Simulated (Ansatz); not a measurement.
# A hypothetical structure for Sc2TiTl2InRh2, part 2 of 2

This structure for Sc2TiTl2InRh2 is made up. Its elements were placed in a known structure type with a cell scaled to their sizes. What cell does the guess relax to, and how far off was it?

Ansatz 0.2.0; DFT, PBE, plane-wave PAW, files of the set soft_1, scalar-relativistic, no spin, cell and ions relaxed at zero pressure; PAW set soft_1 (the session's first sound run).

So far: Starting point; Relaxing cell and atoms. The relaxed cell has a, b, c = 3.716, 4.585, 9.444 Å (conventional setting).

**3. Bands of the relaxed cell**

A second self-consistent run takes a narrower smearing and the mesh shown in its input; the bands follow along the standard path of the relaxed lattice.

This step: DFT, PBE, plane-wave PAW, files of the set soft_1, scalar-relativistic, no spin, bands and density of states at the relaxed cell; PAW set soft_1 (Ansatz 0.2.0).

The input, input.yaml:

```yaml
crystal:
  lattice:
    - [4.5849751838, 0.0, 0.0]
    - [0.0, 3.7158357546, 0.0]
    - [0.0, 0.0, 9.4440804942]
  atoms:
    - { symbol: Tl, position: [0.5, 0.0, 0.0] }
    - { symbol: Tl, position: [0.0, 0.5, 0.0] }
    - { symbol: In, position: [0.0, 0.5, 0.5] }
    - { symbol: Rh, position: [0.5, 0.5, 0.7030990567] }
    - { symbol: Rh, position: [0.5, 0.5, 0.2969009433] }
    - { symbol: Ti, position: [0.5, 0.0, 0.5] }
    - { symbol: Sc, position: [0.0, 0.0, 0.7454977203] }
    - { symbol: Sc, position: [0.0, 0.0, 0.2545022797] }
kpoints:
  mp_grid: { grid: [8, 8, 4] }
  band_path:
    path:
      - [[0.0, 0.0, 0.0], [0.0, -0.5, 0.0], [-0.5, -0.5, 0.0], [-0.5, 0.0, 0.0], [0.0, 0.0, 0.0], [0.0, 0.0, -0.5], [0.0, -0.5, -0.5], [-0.5, -0.5, -0.5], [-0.5, 0.0, -0.5], [0.0, 0.0, -0.5]]
      - [[-0.5, 0.0, 0.0], [-0.5, 0.0, -0.5]]
      - [[0.0, -0.5, -0.5], [0.0, -0.5, 0.0]]
      - [[-0.5, -0.5, 0.0], [-0.5, -0.5, -0.5]]
    npoints: 6
scf:
  occupations: { method: fermi_dirac, width: 0.03 }
  n_extra_bands: 12
hamiltonian:
  xc: pbe
  pseudopotentials: { kind: paw, azcp: { folder: soft_1 } }
output:
  forces: true
  stress: true
  write_bands: true
  dos: { projected: true }
  write_density: true
  write_potential: true
  elf: true
  volumetric_format: npy
```

Started as:

```console
$ ansatz run input.yaml --threads 4 --pin off --max-ram 10240MiB --backend cpu --events-out ev --progress --plain --runs-dir out
```

Numbers of over 12 decimals in the logs are rounded to 6 here.

The program printed:

```text
[...]
Crystal: 8 atoms, lattice volume = 160.899 Å³
Basis set: ecut = 420 eV, 3153 PW (Γ), exchange–correlation on 64×50×128 points (8 copies of the dense FFT grid, shifted against one another)
Bands: 66, of which v1, the nominal top of the filled ones, is band 54 counted from 1 (53 counted from 0)
Symmetry: 8 space group operations
[...]
k-points: 75 of 256
[...]
SCF iter   1: F=—  HF=-48090.232550 eV  |F-HF|=—  |Δ(HF+E_count)|=         —  Δρ=3.23e-1  dr2=3.54e2  ethr=3.10e-3  ⟨swp⟩=6.1  Hψ=16519  notcnv=0
[...]
SCF iter  10: F=-48070.360855 eV  HF=-48070.360855 eV  |F-HF|=1.65e-8  |Δ(HF+E_count)|=   5.19e-8  Δρ=3.66e-6  dr2=2.99e-8  ethr=9.35e-11  ⟨swp⟩=14.6  Hψ=30081  notcnv=0
SCF 1 converged in 10 iterations: F = -48070.360855 eV  dr2 = 2.99e-8
[...]
NSCF: frozen V_eff on 76 k-points
SCF converged after 10 iterations
Free energy (F): -48070.360855 eV
[...]
Internal energy: -48070.342123 eV  (E = F + TS)
E sigma→0 (E₀):  -48070.351489 eV
Entropy (-TS):   -0.018732 eV (-2.341 meV/atom)
Fermi energy:    13.814501 eV
[...]
--- Forces (eV/Å), atoms counted from 1 ---
  atom   1  Tl     0.00000000     0.00000000     0.00000000
  atom   2  Tl     0.00000000     0.00000000     0.00000000
  atom   3  In     0.00000000     0.00000000     0.00000000
  atom   4  Rh     0.00000000     0.00000000     0.03816307
  atom   5  Rh     0.00000000     0.00000000    -0.03816307
  atom   6  Ti     0.00000000     0.00000000     0.00000000
  atom   7  Sc     0.00000000     0.00000000    -0.01824535
  atom   8  Sc     0.00000000     0.00000000     0.01824535
  max |Σ_I F_I| component: 1.42e-29 eV/Å
--- Stress (GPa, compression-positive) ---
        0.167412       0.000000       0.000000
        0.000000      -0.262440       0.000000
        0.000000       0.000000       0.128436
  P = ⅓ Tr σ = 0.0111 GPa (0.111 kbar)
--- Band table (eV; the first three rows and the last of 75) ---
  k-point 0: bands = [... 50 lower, 12.3720, 13.6110, 13.9489, 14.4711, 14.5767, 14.6434, 14.9005, 15.0604, ... 8 higher]
  k-point 1: bands = [... 50 lower, 12.6242, 13.4031, 13.9700, 14.4438, 14.5986, 14.6439, 14.8999, 15.0310, ... 8 higher]
  k-point 2: bands = [... 50 lower, 13.0108, 13.0676, 14.0015, 14.4049, 14.6218, 14.7042, 14.8994, 14.9600, ... 8 higher]
  k-point 74: bands = [... 50 lower, 12.5503, 12.6591, 13.0536, 13.1107, 13.5409, 14.0592, 14.0739, 14.4652, ... 8 higher]
```

Run time: 7 s. Hardware: 4 threads of AMD EPYC 9B45 (Zen 5), shared host; peak memory 1.2 GiB.

In the SCF lines HF is the Harris–Foulkes energy and dr2 the Hartree energy of the density residual, in eV; the loop may stop once dr2 is under the threshold and the program's other checks hold. Hψ counts applications of the Hamiltonian.

This step gave:

```
free energy             : -48070.3609 eV
energy at zero smearing : -48070.3515 eV
smearing term TS        : 0.01873 eV
Fermi energy            : 13.81 eV
pressure                : 0.01114 GPa
```

From bands.tsv, the bands that come nearest the Fermi level along the path, at its corners, in eV from the Fermi level:

```tsv
point	band 50	band 51	band 52	band 53	band 54	band 55	band 56	band 57
Γ	-1.46	-1.44	-0.20	0.13	0.66	0.76	0.83	1.09
X	-1.21	-0.94	-0.92	-0.79	-0.70	0.63	0.70	0.75
S	-1.48	-1.17	-1.00	-0.89	-0.75	-0.29	0.00	0.37
Y	-1.53	-1.48	0.24	0.35	0.41	0.41	0.44	0.96
Γ	-1.46	-1.44	-0.20	0.13	0.66	0.76	0.83	1.09
Z	-1.04	-0.80	-0.75	0.19	0.59	0.81	0.89	1.08
U	-1.42	-1.10	-0.58	-0.57	-0.39	0.32	0.55	1.17
R	-1.49	-1.26	-1.16	-0.76	-0.70	-0.27	0.24	0.26
T	-1.46	-1.34	-0.28	0.15	0.32	0.39	0.59	0.92
Z	-1.04	-0.80	-0.75	0.19	0.59	0.81	0.89	1.08
Y	-1.53	-1.48	0.24	0.35	0.41	0.41	0.44	0.96
T	-1.46	-1.34	-0.28	0.15	0.32	0.39	0.59	0.92
U	-1.42	-1.10	-0.58	-0.57	-0.39	0.32	0.55	1.17
X	-1.21	-0.94	-0.92	-0.79	-0.70	0.63	0.70	0.75
S	-1.48	-1.17	-1.00	-0.89	-0.75	-0.29	0.00	0.37
R	-1.49	-1.26	-1.16	-0.76	-0.70	-0.27	0.24	0.26
```

States per cell as run, both spins, in windows of 1 eV, from dos.tsv (zero at the Fermi level):

| from | to | total |
| --- | --- | --- |
| -8 | -7 | 1.15 |
| -7 | -6 | 1.81 |
| -6 | -5 | 1.20 |
| -5 | -4 | 1.28 |
| -4 | -3 | 4.76 |
| -3 | -2 | 11.96 |
| -2 | -1 | 8.46 |
| -1 | 0 | 5.18 |
| 0 | 1 | 7.04 |
| 1 | 2 | 10.15 |

A further 71.3 states lie below the table's range.

ELF in the ac plane at fractional y = 0.000, with atoms of Tl and Ti and Sc within 0.2 Å of it. It is the smooth field of the valence electrons, not physical close to the nuclei.

Ten even steps from '_' (0.03) to '@' (0.74), each cell a mean:
```
::::----==--____..====--::::
::::----====----======--::::
____..--============--::..__
==::____::----------::__..--
%%%%==__..::------::__..**%%
..**##....--------::__--%%==
--####....--======--..--%%**
%%##::__::==========..__==%%
::..__..::::::..::::::..__..
::::--::..__::::..__..::--::
++++==....++%%@@%%--..--++++
****==..--@@@@%%@@##..::++**
****==..::%%@@@@@@**..--++**
======::__::++**==....--====
......::::..__..__..::::....
++--....--==--------::__..==
##%%++__::========--....##%%
__**##....--------::__==%%==
++%%**....::------::__::%%##
%%**::__..--------::..__--##
..____::--==========--..____
....::--==============--::..
::::----====....::====--::::
::::--====::______--==--::::
```
Columns run along a (4.6 Å), rows up along c (9.4 Å). Atoms in or near the plane, at fractional coordinates: Tl at (0.50, 0.00), Ti at (0.50, 0.50), Sc at (0.00, 0.75), Sc at (0.00, 0.25).

Valence density in the ac plane at fractional y = 0.000, with atoms of Tl and Ti and Sc within 0.2 Å of it. It is the smooth field of the valence electrons, not physical close to the nuclei.

Ten even steps from '0' (0 e/Å³) to '9' (11 e/Å³), each cell a mean:
```
00000244310000
00000012100000
00000000000000
00000000000000
32000000000012
75100000000026
64100000000025
21000000000001
00000000000000
00000000000000
00000134200000
00000389610000
00000267410000
00000011000000
00000000000000
00000000000000
42000000000013
75100000000026
53100000000014
10000000000001
00000000000000
00000000000000
00000123210000
00000245410000
```
Columns run along a (4.6 Å), rows up along c (9.4 Å). Atoms in or near the plane, at fractional coordinates: Tl at (0.50, 0.00), Ti at (0.50, 0.50), Sc at (0.00, 0.75), Sc at (0.00, 0.25).

Electrostatic potential energy in the ac plane at fractional y = 0.000, with atoms of Tl and Ti and Sc within 0.2 Å of it. With pseudopotentials it is smooth inside the atoms' cores, unlike the true potential.

Ten even steps from '0' (-38 eV) to '9' (17 eV), each cell a mean:
```
99986211137999
99998522368999
88999877889998
67899999999876
13689999999742
00479999998620
00489999998620
34689999999863
78899999999987
99998765689999
99997422258999
99986211137999
99986311247999
99998643478999
88999888899998
56899999999876
02589999999741
00379999998620
01489999998730
45789999999864
88899998999988
99998754689999
99987311148999
99985111126999
```
Columns run along a (4.6 Å; values clipped at the 3rd and 97th percentile), rows up along c (9.4 Å). Atoms in or near the plane, at fractional coordinates: Tl at (0.50, 0.00), Ti at (0.50, 0.50), Sc at (0.00, 0.75), Sc at (0.00, 0.25).

**4. What came out**

```json
{
 "space group, relaxed": "Pmmm",
 "conventional cell": "a = 3.716, b = 4.585, c = 9.444 Å; α = 90.0°, β = 90.0°, γ = 90.0°",
 "volume per atom": "20.11 Å³ (guess 20.02)"
}
```

Sc2TiTl2InRh2 relaxes to Pmmm with a = 3.716, b = 4.585 and c = 9.444 Å. The guessed volume was near the relaxed one. The space group Pmmm was held in the relaxation, so the end point is a stationary structure within it and may be a saddle against distortions or other arrangements. Bands cross the Fermi level, so it is a metal or semimetal at this level. The electron count is odd, which forces that without spin polarisation or a larger cell. On the 8×8×4 mesh with the narrower smearing (relaxed on 6×6×3) the largest force component is 0.038 eV/Å and the largest stress component is 0.262 GPa, against the relaxation's thresholds of 0.015 eV/Å and 0.05 GPa. The cutoff wasn't tested. A vector of the cell changed its length by 15 %, more than the volume shows. Spin-orbit coupling is left out, which can matter for elements this heavy. No dispersion term is used, so weakly bound directions may come out too long. The runs have no spin, and magnetism wasn't tested. Nothing here tests whether the compound is stable against decomposition.

[Logs are printed without paths, hosts, clocks, repeated set-up lines and the standing remarks that a program may print on its own settings, such as how far it seeks lower states.]

[Hosts, paths, dates, database ids (printed as entryN), source tags and the programs' standing remarks are cut or masked in the printed files.]
